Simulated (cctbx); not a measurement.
## Resonant diffraction in Pr6Y3Ni20P12Ir6

Space group P-6m2 (no. 187), a = 14.2970 Å, b = 14.2970 Å, c = 3.8540 Å, α = 90.00°, β = 90.00°, γ = 120.00°.

```csv
atom,mult.,x,y,z,Ueq (Å²)
Ir1,3,0.8079,0.9040,0,0.0042
Ir2,3,0.3802,0.1901,0,0.0062
Pr1,3,0.8441,0.4220,0,0.0063
Pr2,3,0.1884,0.0942,1/2,0.0065
Y1,3,0.6151,0.8075,1/2,0.0070
Ni1,1,0,0,0,0.0114
Ni2,1,2/3,1/3,1/2,0.0099
Ni3,6,0.0786,0.6204,0,0.0054
Ni4,6,0.3753,0.3271,1/2,0.0071
Ni5,3,0.4450,0.7225,0,0.0083
Ni6,3,0.2020,0.6010,1/2,0.0100
P1,3,0.4841,0.2420,1/2,0.0115
P2,6,0.9971,0.7209,0,0.0114
P3,3,0.0258,0.5129,1/2,0.0118
```

The model was made for the exercise: a known structure type with other elements put in, its volume estimated, not relaxed; displacement parameters are assumed.

Calculated with cctbx: free-atom f′ and f″ from the Sasaki tables, no fine structure; amplitudes in electrons.

```
E (eV)  F 0 2 1  F 1 1 1  F 2 3 0  F 0 3 0
  7733     32.9     22.0     60.0    213.1
  8083     31.2     20.9     62.2    212.4
  8213     30.6     19.9     64.4    214.3
  8273     30.4     18.8     66.6    217.0
  8303     30.5     17.8     68.9    220.2
  8318     30.8     16.7     71.2    223.7
  8325     31.3     15.7     73.3    227.0
  8329     32.0     14.6     75.6    230.6
  8337     43.0     15.8     75.5    214.0
  8341     42.3     16.9     72.9    209.4
  8348     41.8     17.9     70.6    205.5
  8363     41.4     19.0     68.0    201.1
  8393     41.0     20.1     65.4    196.8
  8483     40.5     21.6     62.0    191.1
  8733     39.7     23.2     58.0    183.9
```

**Question.** Which edge is crossed, and why do the reflections move as they do?

The K edge of Ni. The edge is at 8333 eV. f′ of Ni falls from -3.9 e at 8213 eV to -7.5 e at 4 eV below it, and f″ steps from 0.48 to 3.91 e across it. Over that approach |F| changes by +5 % (0 2 1), -27 % (1 1 1), +17 % (2 3 0) and +8 % (0 3 0): a reflection falls where Ni scatters in phase with the total and rises where it scatters against it; it hardly moves where the Ni term is small or cancels by symmetry or lies in quadrature to the total. The f″ term interferes with the normal scattering with opposite sign for the two Friedel mates. The largest Friedel difference in the scan is 98.5 % of the mean (0 2 1, at 8733 eV).

[Logs are printed without paths, hosts, clocks, repeated set-up lines and the standing remarks that a program may print on its own settings, such as how far it seeks lower states.]
